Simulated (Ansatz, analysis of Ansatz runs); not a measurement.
**A hop of Li in MgB2C2 (Pnnm), charge +1**

Aim: the barrier of one jump in MgB2C2 (Pnnm) at charge +1: Li_i hop between interstitial places. The model is a cell of 60 host atoms with 1 Li put in; Li is the atom that moves.

Method: plane-wave PAW DFT, PBEsol; nudged elastic band between two relaxed defect structures at fixed charge in a uniform background, in Ansatz 0.2.0.

Report form: the programs' logs are mostly left out.

## (1) The structure

The cell holds 61 atoms: 12 Mg, 24 B, 24 C and 1 Li. Cell: a = 8.529 Å, b = 8.529 Å, c = 8.298 Å, α = 90.0°, β = 90.0°, γ = 65.6°. It derives from MgB2C2 (space group Pnnm). Nearest the centre at fractional (0.760, 0.217, 0.319): Li61 at 1.28 Å, B32 at 1.66 Å, B30 at 1.85 Å, C38 at 2.01 Å, Mg23 at 2.12 Å, C15 at 2.43 Å, C13 at 2.43 Å, C40 at 2.47 Å. The cell carries charge +1.

The cell's shortest repeat is 8.3 Å.

## (2) Relaxation of the start point, charge +1

A barrier is counted from a minimum, so both ends are relaxed first. Small random displacements break the symmetry of the ideal sites, so that the defect can distort if it gains by it. The charge of +1 is set by the electron count, and a uniform background keeps the cell neutral.

qp1.start/input.yaml reads:

```yaml
crystal:
  lattice:
    - [4.61704896, 7.1710112, 0.0]
    - [-4.61704896, 7.1710112, 0.0]
    - [0.0, 0.0, 8.29768848]
  atoms:
    - { symbol: Mg, position: [0.0, 0.5, 0.16666667] }
    - { symbol: Mg, position: [0.5, 0.0, 0.16666667] }
    - { symbol: Mg, position: [0.0, 0.0, 0.0] }
    - { symbol: Mg, position: [0.5, 0.5, 0.0] }
    - { symbol: B, position: [0.30686491, 0.42274145, 0.16666667] }
    - { symbol: B, position: [0.80686491, 0.92274145, 0.16666667] }
    - { symbol: B, position: [0.19313509, 0.07725855, 0.16666667] }
    - { symbol: B, position: [0.69313509, 0.57725855, 0.16666667] }
[... 49 atom lines left out ...]
    - { symbol: C, position: [0.71824658, 0.00257364, 0.66666667] }
    - { symbol: C, position: [0.28175342, 0.99742636, 0.66666667] }
    - { symbol: C, position: [0.78175342, 0.49742636, 0.66666667] }
    - { symbol: Li, position: [0.769781, 0.184633, 0.167734] }
total_charge: 1
basis:
  ecutwfc: 420
  xc_grid: 2
hamiltonian:
  xc: pbesol
kpoints:
  mp_grid: { grid: [1, 1, 1] }
scf:
  occupations: { method: fixed }
  max_iter: 100
output:
  forces: true
relax:
  f_tol: 0.02
  max_steps: 70
  random_displacement: { amplitude: 0.03, seed: 9350 }
```

Command:

```sh
ansatz run input.yaml --threads 4 --pin off --max-ram 7536MiB --backend cpu --events-out ev --progress --plain --runs-dir out
```

Elapsed: 12 s, on 4 threads of Arm Neoverse V1, shared host; peak memory 0.65 GiB; 44 s of CPU time.

The steps of the relaxation:

| step | energy less that of the first step (eV) | largest force component (eV/Å) |
| --- | --- | --- |
| 1 | 0.0000 | 1.7963 |
| 2 | -1.0781 | 0.9255 |
| 3 | -1.4384 | 0.2938 |
| 4 | -1.5250 | 0.1472 |
| 5 | -1.5320 | 0.0278 |
| 6 | -1.5325 | 0.0063 |

The atoms that moved most (Å, from the sites as typed, ahead of the random displacement):

| atom | dx | dy | dz | length |
| --- | --- | --- | --- | --- |
| Li61 | -0.387 | 0.322 | -0.009 | 0.503 |
| Mg3 | 0.171 | 0.063 | -0.019 | 0.184 |
| Mg23 | 0.171 | 0.063 | 0.019 | 0.183 |
| Mg24 | -0.159 | -0.073 | 0.019 | 0.176 |
| Mg4 | -0.158 | -0.073 | -0.019 | 0.176 |
| C40 | 0.057 | -0.111 | -0.004 | 0.125 |
| C20 | 0.057 | -0.111 | 0.005 | 0.125 |
| B8 | 0.058 | -0.109 | 0.000 | 0.123 |

Neighbours of Li61 at the end:

| atom | distance (Å) |
| --- | --- |
| C15 | 2.109 |
| C13 | 2.109 |
| B12 | 2.266 |
| B10 | 2.267 |
| B32 | 2.267 |
| B30 | 2.267 |
| B8 | 2.517 |
| B6 | 2.517 |
| C20 | 2.528 |
| C18 | 2.528 |
| C40 | 2.528 |
| C38 | 2.528 |

Read from the output:

```yaml
free_energy: -32750.8356 eV
largest_move_from_the_ideal_geometry_of_this_structure_a_common_shift_of_the_far_atoms_taken_out: 0.5189 Å
```

The relaxation gained 1.532 eV and ended with a largest force component of 0.0063 eV/Å.

## (3) Relaxation of the end point, charge +1

The end point is relaxed in the same cell and settings, so that the two energies compare.

qp1.end/input.yaml reads:

```yaml
crystal:
  lattice:
    - [4.61704896, 7.1710112, 0.0]
    - [-4.61704896, 7.1710112, 0.0]
    - [0.0, 0.0, 8.29768848]
  atoms:
    - { symbol: Mg, position: [0.0, 0.5, 0.16666667] }
    - { symbol: Mg, position: [0.5, 0.0, 0.16666667] }
[... 3 atom lines left out ...]
    - { symbol: B, position: [0.80686491, 0.92274145, 0.16666667] }
[... 6 atom lines left out ...]
    - { symbol: C, position: [0.00257364, 0.21824658, 0.16666667] }
[... 1 atom line left out ...]
    - { symbol: C, position: [0.49742636, 0.28175342, 0.16666667] }
[... 7 atom lines left out ...]
    - { symbol: Mg, position: [0.0, 0.0, 0.33333333] }
    - { symbol: Mg, position: [0.5, 0.5, 0.33333333] }
[... 5 atom lines left out ...]
    - { symbol: B, position: [0.92274145, 0.30686491, 0.33333333] }
[... 1 atom line left out ...]
    - { symbol: B, position: [0.57725855, 0.19313509, 0.33333333] }
    - { symbol: C, position: [0.00257364, 0.21824658, 0.5] }
[... 1 atom line left out ...]
    - { symbol: C, position: [0.49742636, 0.28175342, 0.5] }
[... 2 atom lines left out ...]
    - { symbol: C, position: [0.71824658, 0.00257364, 0.33333333] }
[... 1 atom line left out ...]
    - { symbol: C, position: [0.78175342, 0.49742636, 0.33333333] }
[... 20 atom lines left out ...]
    - { symbol: Li, position: [0.75, 0.25, 0.4703] }
total_charge: 1
basis:
  ecutwfc: 420
  xc_grid: 2
hamiltonian:
  xc: pbesol
kpoints:
  mp_grid: { grid: [1, 1, 1] }
scf:
  occupations: { method: fixed }
  max_iter: 100
output:
  forces: true
relax:
  f_tol: 0.02
  max_steps: 70
  random_displacement: { amplitude: 0.03, seed: 9350 }
```

The job ended after 10 s (4 threads; peak memory 0.65 GiB).

Relaxation path:

| step | energy less that of the first step (eV) | largest force component (eV/Å) |
| --- | --- | --- |
| 1 | 0.0000 | 1.7178 |
| 2 | -0.9234 | 0.8958 |
| 3 | -1.2262 | 0.1826 |
| 4 | -1.2527 | 0.0352 |
| 5 | -1.2534 | 0.0064 |

The atoms that moved most (Å, from the sites as typed, ahead of the random displacement):

| atom | dx | dy | dz | length |
| --- | --- | --- | --- | --- |
| Li61 | 0.000 | 0.000 | 0.243 | 0.243 |
| Mg24 | -0.164 | -0.067 | -0.023 | 0.179 |
| Mg23 | 0.164 | 0.068 | -0.023 | 0.178 |
| Mg43 | 0.164 | 0.068 | 0.015 | 0.178 |
| Mg44 | -0.164 | -0.067 | 0.015 | 0.178 |
| C60 | 0.050 | -0.105 | -0.008 | 0.117 |
| C58 | -0.050 | 0.105 | -0.008 | 0.116 |
| C38 | -0.050 | 0.105 | 0.000 | 0.116 |

Neighbours of Li61 at the end:

| atom | distance (Å) |
| --- | --- |
| C35 | 2.108 |
| C33 | 2.109 |
| B52 | 2.266 |
| B32 | 2.266 |
| B50 | 2.266 |
| B30 | 2.267 |
| B26 | 2.517 |
| B28 | 2.517 |
| C38 | 2.528 |
| C58 | 2.528 |
| C60 | 2.529 |
| C40 | 2.529 |

Numbers from this step:

```
free energy                                                                                       : -32750.8356 eV
largest move from the ideal geometry of this structure, a common shift of the far atoms taken out : 0.2466 Å
```

The relaxation gained 1.253 eV and ended with a largest force component of 0.0064 eV/Å. The end lies within 1 meV of the start.

## (4) Nudged elastic band, charge +1

5 movable images are laid between the ends on straight lines. Each image feels the true force across the path and a spring force along it. The highest image is set to climb to the top of the path.

This step: plane-wave PAW DFT, PBEsol; nudged elastic band between two relaxed defect structures at fixed charge in a uniform background.

qp1.neb/input.yaml reads:

```yaml
crystal:
  lattice:
    - [4.61704896, 7.1710112, 0.0]
    - [-4.61704896, 7.1710112, 0.0]
    - [0.0, 0.0, 8.29768848]
  atoms:
    - { symbol: Mg, position: [-0.0072472, 0.50253176, 0.16668318] }
    - { symbol: Mg, position: [0.50812822, -0.00450421, 0.16668067] }
    - { symbol: Mg, position: [0.02305823, -0.01410874, -0.00226475] }
    - { symbol: Mg, position: [0.47784522, 0.51211402, -0.0022717] }
    - { symbol: B, position: [0.29601409, 0.42558474, 0.16668244] }
    - { symbol: B, position: [0.80899494, 0.93454114, 0.16668391] }
    - { symbol: B, position: [0.20486782, 0.07245359, 0.16668284] }
    - { symbol: B, position: [0.69188024, 0.56348462, 0.16668615] }
    - { symbol: B, position: [0.43159336, 0.80378332, -0.00015877] }
    - { symbol: B, position: [0.93435321, 0.29813988, -0.00194579] }
    - { symbol: B, position: [0.06928687, 0.69423688, -0.00015955] }
    - { symbol: B, position: [0.56653967, 0.1998843, -0.00194545] }
    - { symbol: C, position: [0.0111848, 0.21049192, 0.16668702] }
    - { symbol: C, position: [0.50502808, 0.71393511, 0.16668441] }
    - { symbol: C, position: [0.48969888, 0.2875315, 0.16668374] }
    - { symbol: C, position: [0.99584394, 0.78407966, 0.16668221] }
    - { symbol: C, position: [0.20864948, 0.50148962, -0.00019325] }
    - { symbol: C, position: [0.72061219, 0.01441575, 0.00055456] }
    - { symbol: C, position: [0.29224368, 0.99653874, -0.00019263] }
    - { symbol: C, position: [0.78027969, 0.48360932, 0.00055642] }
    - { symbol: Mg, position: [-0.00615577, 0.50151609, 0.50084122] }
    - { symbol: Mg, position: [0.50701563, -0.00347296, 0.5008428] }
    - { symbol: Mg, position: [0.02303725, -0.01408666, 0.33563793] }
    - { symbol: Mg, position: [0.47782604, 0.51213188, 0.33564298] }
    - { symbol: B, position: [0.29674622, 0.42457007, 0.50092555] }
    - { symbol: B, position: [0.80757831, 0.93443587, 0.49997738] }
    - { symbol: B, position: [0.20413553, 0.07343996, 0.50092666] }
    - { symbol: B, position: [0.69330864, 0.56357364, 0.49998018] }
    - { symbol: B, position: [0.43159959, 0.80379239, 0.33352888] }
    - { symbol: B, position: [0.93432828, 0.29814111, 0.33531489] }
    - { symbol: B, position: [0.06928447, 0.6942425, 0.33352434] }
    - { symbol: B, position: [0.56655246, 0.19988424, 0.33531139] }
    - { symbol: C, position: [0.01227177, 0.21302802, 0.50069307] }
    - { symbol: C, position: [0.50554488, 0.71318808, 0.50007179] }
    - { symbol: C, position: [0.48861207, 0.28499523, 0.50069255] }
    - { symbol: C, position: [0.99534929, 0.78484697, 0.50007324] }
    - { symbol: C, position: [0.20863927, 0.50148511, 0.33355826] }
    - { symbol: C, position: [0.72062265, 0.01442083, 0.33281218] }
    - { symbol: C, position: [0.29225053, 0.99655249, 0.33355938] }
    - { symbol: C, position: [0.78026497, 0.4836036, 0.33281285] }
    - { symbol: Mg, position: [-0.00614369, 0.50151006, 0.8325266] }
    - { symbol: Mg, position: [0.50701174, -0.0034631, 0.83252732] }
    - { symbol: Mg, position: [0.00832492, -0.00275727, 0.6666888] }
    - { symbol: Mg, position: [0.49255436, 0.50079063, 0.66668734] }
    - { symbol: B, position: [0.29675184, 0.42457976, 0.83244354] }
    - { symbol: B, position: [0.80757011, 0.93442811, 0.83338838] }
    - { symbol: B, position: [0.20412954, 0.07342862, 0.83244176] }
    - { symbol: B, position: [0.69331444, 0.56358046, 0.8333867] }
    - { symbol: B, position: [0.43104, 0.802644, 0.66668784] }
    - { symbol: B, position: [0.93152893, 0.29989305, 0.66668541] }
    - { symbol: B, position: [0.06985733, 0.69537618, 0.66668447] }
    - { symbol: B, position: [0.56936853, 0.19812493, 0.6666832] }
    - { symbol: C, position: [0.01226885, 0.21302117, 0.83267946] }
    - { symbol: C, position: [0.50553771, 0.71317661, 0.83330022] }
    - { symbol: C, position: [0.48861922, 0.2850017, 0.83267531] }
    - { symbol: C, position: [0.99534765, 0.78484535, 0.83329439] }
    - { symbol: C, position: [0.2090685, 0.50275807, 0.66668506] }
    - { symbol: C, position: [0.71867737, 0.00987969, 0.6666832] }
    - { symbol: C, position: [0.29180145, 0.99524767, 0.6666857] }
    - { symbol: C, position: [0.78219591, 0.48812857, 0.66668299] }
    - { symbol: Li, position: [0.75042659, 0.24902733, 0.16664917] }
total_charge: 1
basis:
  ecutwfc: 420
  xc_grid: 2
hamiltonian:
  xc: pbesol
kpoints:
  mp_grid: { grid: [1, 1, 1] }
scf:
  occupations: { method: fixed }
  max_iter: 100
output:
  forces: true
neb:
  images: 5
  f_tol: 0.05
  climbing: true
  initial_path: linear
  max_iterations: 45
  order_check: false
  final_atoms:
    - { symbol: Mg, position: [-0.00548556, 0.5009432, 0.16560777] }
    - { symbol: Mg, position: [0.5072946, -0.00366878, 0.16560222] }
[... 3 atom lines left out ...]
    - { symbol: B, position: [0.80791828, 0.93403344, 0.16647611] }
[... 6 atom lines left out ...]
    - { symbol: C, position: [0.01262117, 0.21262318, 0.16577201] }
[... 1 atom line left out ...]
    - { symbol: C, position: [0.48915651, 0.28474825, 0.16575918] }
[... 7 atom lines left out ...]
    - { symbol: Mg, position: [0.02330443, -0.01432121, 0.33080112] }
    - { symbol: Mg, position: [0.47843299, 0.5117506, 0.33079804] }
[... 5 atom lines left out ...]
    - { symbol: B, position: [0.93476274, 0.29777226, 0.33115917] }
[... 1 atom line left out ...]
    - { symbol: B, position: [0.56700463, 0.1995895, 0.33114511] }
    - { symbol: C, position: [0.01160091, 0.21007988, 0.49976653] }
[... 1 atom line left out ...]
    - { symbol: C, position: [0.49018533, 0.28727352, 0.49976394] }
[... 2 atom lines left out ...]
    - { symbol: C, position: [0.72098355, 0.01401302, 0.33363863] }
[... 1 atom line left out ...]
    - { symbol: C, position: [0.78080269, 0.4833686, 0.33362647] }
[... 20 atom lines left out ...]
    - { symbol: Li, position: [0.75086868, 0.24863653, 0.4997816] }
```

It took 1.7 min on 4 threads; peak memory 1.9 GiB.

The path, image by image:

| image | path (Å) | energy (eV) | Li61: x, y, z (Å) |
| --- | --- | --- | --- |
| 0 | 0.000 | 0.0000 | 2.315, 7.167, 1.383 |
| 1 | 0.501 | 0.2020 | 2.316, 7.167, 1.791 |
| 2 | 1.001 | 0.6652 | 2.316, 7.167, 2.268 |
| 3 | 1.502 | 0.9180 | 2.317, 7.167, 2.765 |
| 4 | 2.003 | 0.6651 | 2.318, 7.168, 3.262 |
| 5 | 2.504 | 0.2019 | 2.318, 7.168, 3.739 |
| 6 | 3.005 | 0.0000 | 2.319, 7.167, 4.147 |

Read from the output:

| Quantity | Value |
| --- | --- |
| free energy | -32749.9176 eV |
| barrier forward | 0.9180 eV |
| barrier backward | 0.9180 eV |
| end less start | -5.33e-6 eV |
| hop length | 2.764 Å |

Track of the atom that was set to move:

| image | x (Å) | y (Å) | z (Å) | nearest neighbour | distance (Å) |
| --- | --- | --- | --- | --- | --- |
| 0 | 2.315 | 7.167 | 1.383 | C | 2.109 |
| 1 | 2.316 | 7.167 | 1.791 | B | 2.117 |
| 2 | 2.316 | 7.167 | 2.268 | B | 2.001 |
| 3 | 2.317 | 7.167 | 2.765 | B | 1.962 |
| 4 | 2.318 | 7.168 | 3.262 | B | 2.001 |
| 5 | 2.318 | 7.168 | 3.739 | B | 2.117 |
| 6 | 2.319 | 7.167 | 4.147 | C | 2.108 |

The band met its tolerance of 0.05 eV/Å after 6 iterations, with image 3 on top (the start counts as 0). Li61, which moves farthest between the ends, has 2 C at 2.11 Å and 4 B at 2.27 Å nearest at the start and 2 B at 1.96 Å and 2 C at 2.20 Å at the top.

## (5) Single point at the start point, PBEsol, denser k-mesh

Three single points on a mesh of more k-points (start, top, end) test the sampling. The start is shown; top and end are run alike.

This step: plane-wave PAW DFT, PBEsol; single point of a defect supercell on a structure of the PBEsol path.

qp1.start.mesh/input.yaml reads:

```yaml
crystal:
  lattice:
    - [4.61704896, 7.1710112, 0.0]
    - [-4.61704896, 7.1710112, 0.0]
    - [0.0, 0.0, 8.29768848]
  atoms:
    - { symbol: Mg, position: [-0.0072472, 0.50253176, 0.16668318] }
    - { symbol: Mg, position: [0.50812822, -0.00450421, 0.16668067] }
[... 3 atom lines left out ...]
    - { symbol: B, position: [0.80899494, 0.93454114, 0.16668391] }
[... 6 atom lines left out ...]
    - { symbol: C, position: [0.0111848, 0.21049192, 0.16668702] }
[... 1 atom line left out ...]
    - { symbol: C, position: [0.48969888, 0.2875315, 0.16668374] }
[... 7 atom lines left out ...]
    - { symbol: Mg, position: [0.02303725, -0.01408666, 0.33563793] }
    - { symbol: Mg, position: [0.47782604, 0.51213188, 0.33564298] }
[... 5 atom lines left out ...]
    - { symbol: B, position: [0.93432828, 0.29814111, 0.33531489] }
[... 1 atom line left out ...]
    - { symbol: B, position: [0.56655246, 0.19988424, 0.33531139] }
    - { symbol: C, position: [0.01227177, 0.21302802, 0.50069307] }
[... 1 atom line left out ...]
    - { symbol: C, position: [0.48861207, 0.28499523, 0.50069255] }
[... 2 atom lines left out ...]
    - { symbol: C, position: [0.72062265, 0.01442083, 0.33281218] }
[... 1 atom line left out ...]
    - { symbol: C, position: [0.78026497, 0.4836036, 0.33281285] }
[... 20 atom lines left out ...]
    - { symbol: Li, position: [0.75042659, 0.24902733, 0.16664917] }
total_charge: 1
basis:
  ecutwfc: 420
  xc_grid: 2
hamiltonian:
  xc: pbesol
kpoints:
  mp_grid: { grid: [2, 2, 2], shift: [0.5, 0.5, 0.5] }
scf:
  occupations: { method: fixed }
  max_iter: 100
output:
  forces: true
  eigenvalues: true
checkpoint:
  write: "../qp1.start.mesh.run"
  compress: false
  write_wavefunctions: false
  write_every: 100000
```

Run time: 19 s. Hardware: 4 threads; peak memory 2.2 GiB; 74 s of CPU time.

Read from the output:

* free energy: -32750.0222 eV

## (6) Barrier from single points, PBEsol, denser k-mesh

Analysis of the runs above: barrier from PBEsol single points on the PBEsol path.

It gives:

- barrier forward: 0.9884 eV
- barrier backward: 0.9876 eV
- end less start: 8.46e-4 eV

This gives 0.988 eV against the band's 0.918 eV (backward 0.988 against 0.918 eV), so the sampling matters here.

## (7) Outcome

```yaml
barrier_forward: 0.92 eV
barrier_backward: 0.92 eV
end_less_start: 0.00 eV
hop_length: 2.76 Å
band_iterations_as_the_log_counts_them: 6
barrier_from_single_points_pbesol_denser_k_mesh: 0.99 eV
```

The top of the band lies 0.92 eV above the start and 0.92 eV above the end, which are alike in energy and neighbours. On the mesh of more k-points the top lies 0.99 eV above the start and 0.99 eV above the end, so the band's own sampling is not converged. The order of the top as a saddle was not checked for all atoms, so a bent path could be lower. No image-charge correction is applied; it largely cancels along a path if the charge stays localised alike. Limits: sampling at the zone centre alone can move energies of charged and open-shell states by tenths of an eV or more in cells of this size; periodic copies of the defect are only 8.3 Å apart.

[Logs are printed without paths, hosts, clocks, repeated set-up lines and the standing remarks that a program may print on its own settings, such as how far it seeks lower states.]

[Hosts, paths, dates, database ids (printed as entryN), source tags and the programs' standing remarks are cut or masked in the printed files.]
